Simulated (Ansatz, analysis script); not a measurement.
**Stoner picture of MnSi**

Aim: the energy of MnSi as its total moment is fixed at a series of values, and its answer to a field.

Calculated with Ansatz 0.2.0; PBE, PAW set soft_1.

This is a report of a sequence of runs, with most program output left out.

The database entry behind the starting cell differs from later determinations by our own check (0.1 to 0.3 % short, probably kX units), so it need not match the best structure at ambient conditions.

## Step 1: Set-up

Symmetry: P2_13, No. 198, cubic system. Conventional cell: a = 4.548 Å, b = 4.548 Å, c = 4.548 Å, α = 90.00°, β = 90.00°, γ = 90.00°. Mn has 7 Si at 2.30 to 2.53 Å nearest. Nearest to Si lie 7 Mn at 2.30 to 2.53 Å. Farther neighbours are not listed.

The cell of this run holds 8 atoms, 4 of them with a starting moment; values «a cell» refer to the cell of the run in question.

## Step 2: Starting state

A collinear run comes first: it shows whether moments survive, and how large they are.

input.yaml

```yaml
crystal:
  lattice:
    - [4.548, 0.0, 0.0]
    - [0.0, 4.548, 0.0]
    - [0.0, 0.0, 4.548]
  atoms:
    - { symbol: Mn, position: [0.138, 0.138, 0.138], spin: 3.5 }
    - { symbol: Mn, position: [0.362, 0.862, 0.638], spin: 3.5 }
    - { symbol: Mn, position: [0.638, 0.362, 0.862], spin: 3.5 }
    - { symbol: Mn, position: [0.862, 0.638, 0.362], spin: 3.5 }
    - { symbol: Si, position: [0.846, 0.846, 0.846] }
    - { symbol: Si, position: [0.654, 0.154, 0.346] }
    - { symbol: Si, position: [0.346, 0.654, 0.154] }
    - { symbol: Si, position: [0.154, 0.346, 0.654] }
magnetization:
  spin_polarized: true
kpoints:
  mp_grid: { grid: [7, 7, 7] }
hamiltonian:
  xc: pbe
  pseudopotentials: { kind: paw, azcp: { folder: soft_1 } }
scf:
  occupations: { method: fermi_dirac, width: 0.05 }
  max_iter: 120
  convergence: { dr2_threshold: 1.0e-08 }
  lower_state_search: "off"
```

Run with:

```console
$ ansatz run input.yaml --threads 2 --pin off --max-ram 5120MiB --backend cpu --events-out ev --progress --plain --runs-dir out
```

The job ended after 14 s (2 threads of Arm Neoverse V2, shared host; peak memory 0.41 GiB).

Spin moment in the atom's sphere by atom:

| atom | spin moment in the atom's sphere (μB) |
| --- | --- |
| Mn1 | 1.01 |
| Mn2 | 1.01 |
| Mn3 | 1.01 |
| Mn4 | 1.01 |
| Si5 | -0.04 |
| Si6 | -0.04 |
| Si7 | -0.04 |
| Si8 | -0.04 |

Tables count atoms from 1; parts of the log count from 0.

The run ends ferromagnetic, with a net moment of 3.96 μB a cell. Only this order was typed.

## Step 3: Mesh refined

Levels at the Fermi energy are partly filled, so moments and energy differences can hang on the k-mesh, and the state is solved again on a denser one.

input.yaml, the sections that differ from step 2:

```yaml
crystal:
  lattice:
    - [4.548, 0.0, 0.0]
    - [0.0, 4.548, 0.0]
    - [0.0, 0.0, 4.548]
  atoms:
    - { symbol: Mn, position: [0.138, 0.138, 0.138], spin: 1.01 }
    - { symbol: Mn, position: [0.362, 0.862, 0.638], spin: 1.01 }
    - { symbol: Mn, position: [0.638, 0.362, 0.862], spin: 1.01 }
    - { symbol: Mn, position: [0.862, 0.638, 0.362], spin: 1.01 }
    - { symbol: Si, position: [0.846, 0.846, 0.846] }
    - { symbol: Si, position: [0.654, 0.154, 0.346] }
    - { symbol: Si, position: [0.346, 0.654, 0.154] }
    - { symbol: Si, position: [0.154, 0.346, 0.654] }
kpoints:
  mp_grid: { grid: [9, 9, 9] }
basis:
  ecutwfc: 420.0
checkpoint:
  read: start
  write: ck
  compress: false
  write_wavefunctions: false
  write_every: 100000
# magnetization, hamiltonian, scf: as in step 2
```

It took 15 s on 2 threads; peak memory 0.49 GiB.

Spin moment in the atom's sphere by atom:

| atom | spin moment in the atom's sphere (μB) |
| --- | --- |
| Mn1 | 1.00 |
| Mn2 | 1.00 |
| Mn3 | 1.00 |
| Mn4 | 1.00 |
| Si5 | -0.04 |
| Si6 | -0.04 |
| Si7 | -0.04 |
| Si8 | -0.04 |

The run ends ferromagnetic, with a net moment of 3.94 μB a cell, against 3.96 μB on the first mesh.

## Step 4: Without spin

The state without spin is the zero of E(M).

input.yaml

```yaml
crystal:
  lattice:
    - [4.548, 0.0, 0.0]
    - [0.0, 4.548, 0.0]
    - [0.0, 0.0, 4.548]
  atoms:
    - { symbol: Mn, position: [0.138, 0.138, 0.138] }
    - { symbol: Mn, position: [0.362, 0.862, 0.638] }
    - { symbol: Mn, position: [0.638, 0.362, 0.862] }
    - { symbol: Mn, position: [0.862, 0.638, 0.362] }
    - { symbol: Si, position: [0.846, 0.846, 0.846] }
    - { symbol: Si, position: [0.654, 0.154, 0.346] }
    - { symbol: Si, position: [0.346, 0.654, 0.154] }
    - { symbol: Si, position: [0.154, 0.346, 0.654] }
kpoints:
  mp_grid: { grid: [9, 9, 9] }
hamiltonian:
  xc: pbe
  pseudopotentials: { kind: paw, azcp: { folder: soft_1 } }
scf:
  occupations: { method: fermi_dirac, width: 0.05 }
  max_iter: 120
  convergence: { dr2_threshold: 1.0e-08 }
basis:
  ecutwfc: 420.0
```

Run with:

```console
$ ansatz run input.yaml --threads 1 --pin off --max-ram 2560MiB --backend cpu --events-out ev --progress --plain --runs-dir out
```

Run time: 16 s. Hardware: 1 thread; peak memory 0.37 GiB.

The free collinear run lies 244 meV below it.

## Step 5: Without spin, levels printed

Changes to input.yaml since step 4:

```diff
@@ -25 +25,3 @@
   ecutwfc: 420.0
+output:
+  eigenvalues: true
```

It took 16 s on 1 thread; peak memory 0.37 GiB.

## Step 6: Total moment fixed at 0.667 μB

Two Fermi levels, one a spin, hold the total moment exactly, which reaches states that a free run would leave.

input.yaml

```yaml
crystal:
  lattice:
    - [4.548, 0.0, 0.0]
    - [0.0, 4.548, 0.0]
    - [0.0, 0.0, 4.548]
  atoms:
    - { symbol: Mn, position: [0.138, 0.138, 0.138], spin: 0.1666 }
    - { symbol: Mn, position: [0.362, 0.862, 0.638], spin: 0.1668 }
    - { symbol: Mn, position: [0.638, 0.362, 0.862], spin: 0.1668 }
    - { symbol: Mn, position: [0.862, 0.638, 0.362], spin: 0.1668 }
    - { symbol: Si, position: [0.846, 0.846, 0.846] }
    - { symbol: Si, position: [0.654, 0.154, 0.346] }
    - { symbol: Si, position: [0.346, 0.654, 0.154] }
    - { symbol: Si, position: [0.154, 0.346, 0.654] }
magnetization:
  spin_polarized: true
  initial_magnetization: 0.667
  spin_locking: { lock_magnetization: hard }
kpoints:
  mp_grid: { grid: [9, 9, 9] }
hamiltonian:
  xc: pbe
  pseudopotentials: { kind: paw, azcp: { folder: soft_1 } }
scf:
  occupations: { method: fermi_dirac, width: 0.05 }
  max_iter: 120
  convergence: { dr2_threshold: 1.0e-08 }
  lower_state_search: "off"
basis:
  ecutwfc: 420.0
```

Elapsed: 2.7 min, on 1 thread; peak memory 0.86 GiB.

The energy is -12.1 meV from the state without spin, and the largest site carries 0.175 μB.

## Step 7: Total moment fixed at 1.333 μB

input.yaml, the sections that differ from step 6:

```yaml
crystal:
  lattice:
    - [4.548, 0.0, 0.0]
    - [0.0, 4.548, 0.0]
    - [0.0, 0.0, 4.548]
  atoms:
    - { symbol: Mn, position: [0.138, 0.138, 0.138], spin: 0.3334 }
    - { symbol: Mn, position: [0.362, 0.862, 0.638], spin: 0.3332 }
    - { symbol: Mn, position: [0.638, 0.362, 0.862], spin: 0.3332 }
    - { symbol: Mn, position: [0.862, 0.638, 0.362], spin: 0.3332 }
    - { symbol: Si, position: [0.846, 0.846, 0.846] }
    - { symbol: Si, position: [0.654, 0.154, 0.346] }
    - { symbol: Si, position: [0.346, 0.654, 0.154] }
    - { symbol: Si, position: [0.154, 0.346, 0.654] }
magnetization:
  spin_polarized: true
  initial_magnetization: 1.333
  spin_locking: { lock_magnetization: hard }
# kpoints, hamiltonian, scf, basis: as in step 6
```

It took 1.9 min on 1 thread; peak memory 0.86 GiB.

The energy is -46.0 meV from the state without spin, and the largest site carries 0.349 μB.

## Step 8: Total moment fixed at 3.333 μB

input.yaml, the sections that differ from step 7:

```yaml
crystal:
  lattice:
    - [4.548, 0.0, 0.0]
    - [0.0, 4.548, 0.0]
    - [0.0, 0.0, 4.548]
  atoms:
    - { symbol: Mn, position: [0.138, 0.138, 0.138], spin: 0.8334 }
    - { symbol: Mn, position: [0.362, 0.862, 0.638], spin: 0.8332 }
    - { symbol: Mn, position: [0.638, 0.362, 0.862], spin: 0.8332 }
    - { symbol: Mn, position: [0.862, 0.638, 0.362], spin: 0.8332 }
    - { symbol: Si, position: [0.846, 0.846, 0.846] }
    - { symbol: Si, position: [0.654, 0.154, 0.346] }
    - { symbol: Si, position: [0.346, 0.654, 0.154] }
    - { symbol: Si, position: [0.154, 0.346, 0.654] }
magnetization:
  spin_polarized: true
  initial_magnetization: 3.333
  spin_locking: { lock_magnetization: hard }
# kpoints, hamiltonian, scf, basis: as in step 7
```

Run time: 2.2 min. Hardware: 1 thread; peak memory 0.87 GiB.

The energy is -216 meV from the state without spin, and the largest site carries 0.858 μB.

## Step 9: Total moment fixed at 6 μB

input.yaml, the sections that differ from step 8:

```yaml
crystal:
  lattice:
    - [4.548, 0.0, 0.0]
    - [0.0, 4.548, 0.0]
    - [0.0, 0.0, 4.548]
  atoms:
    - { symbol: Mn, position: [0.138, 0.138, 0.138], spin: 1.5 }
    - { symbol: Mn, position: [0.362, 0.862, 0.638], spin: 1.5 }
    - { symbol: Mn, position: [0.638, 0.362, 0.862], spin: 1.5 }
    - { symbol: Mn, position: [0.862, 0.638, 0.362], spin: 1.5 }
    - { symbol: Si, position: [0.846, 0.846, 0.846] }
    - { symbol: Si, position: [0.654, 0.154, 0.346] }
    - { symbol: Si, position: [0.346, 0.654, 0.154] }
    - { symbol: Si, position: [0.154, 0.346, 0.654] }
magnetization:
  spin_polarized: true
  initial_magnetization: 6.0
  spin_locking: { lock_magnetization: hard }
# kpoints, hamiltonian, scf, basis: as in step 8
```

Run time: 36 s. Hardware: 1 thread; peak memory 0.49 GiB.

The energy is -66.5 meV from the state without spin, and the largest site carries 1.52 μB.

The other 5 runs of this kind were made alike; their results stand in the table below.

## Step 10: No field, tight threshold

A field gives a second route to the same curve. A thousand tesla shift each spin by 58 meV, and the threshold is tightened so that small induced moments are resolved.

input.yaml

```yaml
crystal:
  lattice:
    - [4.548, 0.0, 0.0]
    - [0.0, 4.548, 0.0]
    - [0.0, 0.0, 4.548]
  atoms:
    - { symbol: Mn, position: [0.138, 0.138, 0.138], spin: 1.0 }
    - { symbol: Mn, position: [0.362, 0.862, 0.638], spin: 1.0 }
    - { symbol: Mn, position: [0.638, 0.362, 0.862], spin: 1.0 }
    - { symbol: Mn, position: [0.862, 0.638, 0.362], spin: 1.0 }
    - { symbol: Si, position: [0.846, 0.846, 0.846] }
    - { symbol: Si, position: [0.654, 0.154, 0.346] }
    - { symbol: Si, position: [0.346, 0.654, 0.154] }
    - { symbol: Si, position: [0.154, 0.346, 0.654] }
magnetization:
  spin_polarized: true
kpoints:
  mp_grid: { grid: [9, 9, 9] }
hamiltonian:
  xc: pbe
  pseudopotentials: { kind: paw, azcp: { folder: soft_1 } }
scf:
  occupations: { method: fermi_dirac, width: 0.05 }
  max_iter: 120
  convergence: { dr2_threshold: 1.0e-10 }
  lower_state_search: "off"
basis:
  ecutwfc: 420.0
```

It took 51 s on 1 thread; peak memory 0.48 GiB.

The net moment is 3.94 μB a cell.

## Step 11: Field of 1500 T

Changes to input.yaml since step 10:

```diff
@@ -16,2 +16,3 @@
   spin_polarized: true
+  magnetic_field: 1500.0
 kpoints:
```

Elapsed: 65 s, on 1 thread; peak memory 0.48 GiB.

The net moment is 4.70 μB a cell.

2 more runs differ from these in the same keys alone and are tabled below.

## Step 12: The curves

The energy less the state without spin by total moment:

| total moment (μB/cell) | energy less the state without spin (meV/cell) |
| --- | --- |
| 0.00 | 0 |
| 0.67 | -12.1 |
| 1.33 | -46.0 |
| 2.00 | -96.7 |
| 2.67 | -158 |
| 3.33 | -216 |
| 4.00 | -243 |
| 4.67 | -194 |
| 5.33 | -134 |
| 6.00 | -66.5 |

The field that holds a moment is half the difference of the two Fermi levels over μB.

Field that holds the moment against total moment:

| total moment (μB/cell) | field that holds the moment (T) |
| --- | --- |
| 0.67 | -616 |
| 1.33 | -1116 |
| 2.00 | -1490 |
| 2.67 | -1647 |
| 3.33 | -1239 |
| 4.00 | 427 |
| 4.67 | 1491 |
| 5.33 | 1661 |
| 6.00 | 1812 |

Site moments:

| total (μB) | Mn no. 1 (μB) | Mn no. 2 (μB) | Mn no. 3 (μB) | Mn no. 4 (μB) | Si no. 5 (μB) | Si no. 6 (μB) | Si no. 7 (μB) | Si no. 8 (μB) |
| --- | --- | --- | --- | --- | --- | --- | --- | --- |
| 0.667 | 0.1748 | 0.1749 | 0.1749 | 0.1749 | -0.0088 | -0.0088 | -0.0088 | -0.0088 |
| 1.333 | 0.3489 | 0.3488 | 0.3488 | 0.3488 | -0.0174 | -0.0174 | -0.0174 | -0.0174 |
| 2 | 0.5216 | 0.5216 | 0.5216 | 0.5216 | -0.0255 | -0.0255 | -0.0255 | -0.0255 |
| 2.667 | 0.6923 | 0.6923 | 0.6923 | 0.6923 | -0.0331 | -0.0331 | -0.0331 | -0.0331 |
| 3.333 | 0.8577 | 0.8576 | 0.8576 | 0.8576 | -0.039 | -0.039 | -0.039 | -0.039 |
| 4 | 1.016 | 1.016 | 1.016 | 1.016 | -0.0424 | -0.0424 | -0.0424 | -0.0424 |
| 4.667 | 1.187 | 1.187 | 1.187 | 1.187 | -0.05 | -0.05 | -0.05 | -0.05 |
| 5.333 | 1.356 | 1.356 | 1.356 | 1.356 | -0.0566 | -0.0566 | -0.0566 | -0.0566 |
| 6 | 1.521 | 1.521 | 1.521 | 1.521 | -0.0618 | -0.0618 | -0.0618 | -0.0618 |

The total moment by field:

| field (T) | total moment (μB/cell) |
| --- | --- |
| 0 | 3.94 |
| 300 | 3.99 |
| 600 | 4.02 |
| 1500 | 4.70 |

Three Landau terms miss the curve as a whole or at its small-moment end, and no Stoner analysis is made here.

## Step 13: Summary of results

```
state of the free run                              : ferromagnetic
net moment of the free run                         : 3.94 μB
energy of the free run from the state without spin : -244 meV a cell
lowest of the fixed moments tried                  : M = 4 μB, -243 meV
dM/dB between 0 and 300 T                          : 0.139 μB a cell per 1000 T
```

At this level the system is magnetic: the free run keeps 1.00 μB on the largest site. No other order was typed. Among the fixed moments, E(M) falls 243 meV below the state without spin and is lowest near 4 μB on this grid. The field acts on spins alone. The 13 fixed-moment and field runs took 19 min of wall time, added up. Energies are free energies at a smearing of 0.05 eV, and with partly filled levels differences shift, at times strongly, as the smearing goes to zero. In doubt: the program's search for lower states was switched off, so a lower magnetic state than those reached may exist.

[Logs and program files are shortened in this print: banners, set-up blocks, solver, clock and traceback lines can be left out without a mark of their own.]

[Logs are printed without paths, hosts, clocks, repeated set-up lines and the standing remarks that a program may print on its own settings, such as how far it seeks lower states.]

[Hosts, paths, dates, database ids (printed as entryN), source tags and the programs' standing remarks are cut or masked in the printed files.]
